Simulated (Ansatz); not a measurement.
# Binding curve of MoS2 on Co(0001), 2 layers of h-BN between (117 atoms)

The cell holds 117 atoms: 48 Co, 24 B, 24 N, 7 Mo and 14 S. Cell: a = 8.413 Å, b = 8.413 Å, c = 33.155 Å, α = 90.0°, β = 90.0°, γ = 120.0°. It derives from Co and BN and MoS2. The starting structure: 1 layer(s) of MoS2 at its own lattice constant over 2 layer(s) of h-BN on a slab of Co(0001) strained in the plane by up to 2.5 % to a common cell of 61 Å^2; gaps of 2.3, 3.33, 3.35 Å as starting values, 15 Å of vacuum, lowest layers held; not relaxed, displaced by a Gaussian of 0.01 Å. Lattice constants are starting values near those of PBE. Regions: Co(0001), 48 atoms (48 Co); h-BN, 48 atoms (24 B and 24 N); MoS2, 21 atoms (7 Mo and 14 S). Vacuum lies along c.

Calculated with Ansatz 0.2.0: Kohn-Sham DFT, PBE+D3(BJ), PAW (set soft_2), plane waves; cutoff 420 eV, k-mesh 3×3×1, fermi-dirac smearing of 0.1 eV, spin polarised, started with 48 parallel moments, ending at 76.5 μB in the cell. The upper part (MoS2) is moved rigidly along the normal by z from its relaxed place. Energies are the whole cell less its two frozen parts, over the face of 61.30 Å².

| shift z (Å) | interaction energy (meV/Å²) |
| --- | --- |
| -0.4 | -18.67 |
| -0.2 | -25.12 |
| +0.0 | -26.74 |
| +0.3 | -24.98 |
| +0.6 | -21.51 |
| +1.0 | ? |
| +1.6 | -11.55 |
| +2.4 | -7.371 |
| +3.5 | -4.652 |

In doubt: on Fe and Co compounds r2SCAN can change the orbital order between nearby geometries, unless the shell is half filled (in some of the runs), which would bear on fits and elastic values and forces and vibrations.

Task: Fit the universal binding curve to the rows given and interpolate to the withheld row.

Worked fit:

The universal binding curve is E(z) = −D (1 + z/l) exp(−z/l), whose curvature at z = 0 is D/l². The depth is D = 26.74 meV/Å². A parabola through the rows at −0.2, 0 and +0.3 Å has the curvature 2 {[E(0.3) − E(0)]/0.3 + [E(−0.2) − E(0)]/0.2} / 0.5 = 55.96 meV/Å⁴, so l = √(D / curvature) = 0.691 Å. At z = 1 Å, z/l = 1.447.

Prediction at +1.0: -15.40 meV/Å². The run gave -16.85 meV/Å², so the fit is high by 1.4 meV/Å² (8.6 % of the value).

The curve's steepest slope, D/(e l) at z = l, is 2.28 GPa, an estimate of the stress that rigid separation needs. Among the rows given, the largest miss of the fit is at +2.4, by 3.7 meV/Å² (17 % of the range of the table).

Limits: The parts are rigid, and they also feel their periodic images through the vacuum. The curve was made for chemical and metallic bonds; the dispersion term here falls off as a power of distance, which it can't follow.

[Hosts, paths, dates, database ids (printed as entryN), source tags and the programs' standing remarks are cut or masked in the printed files.]
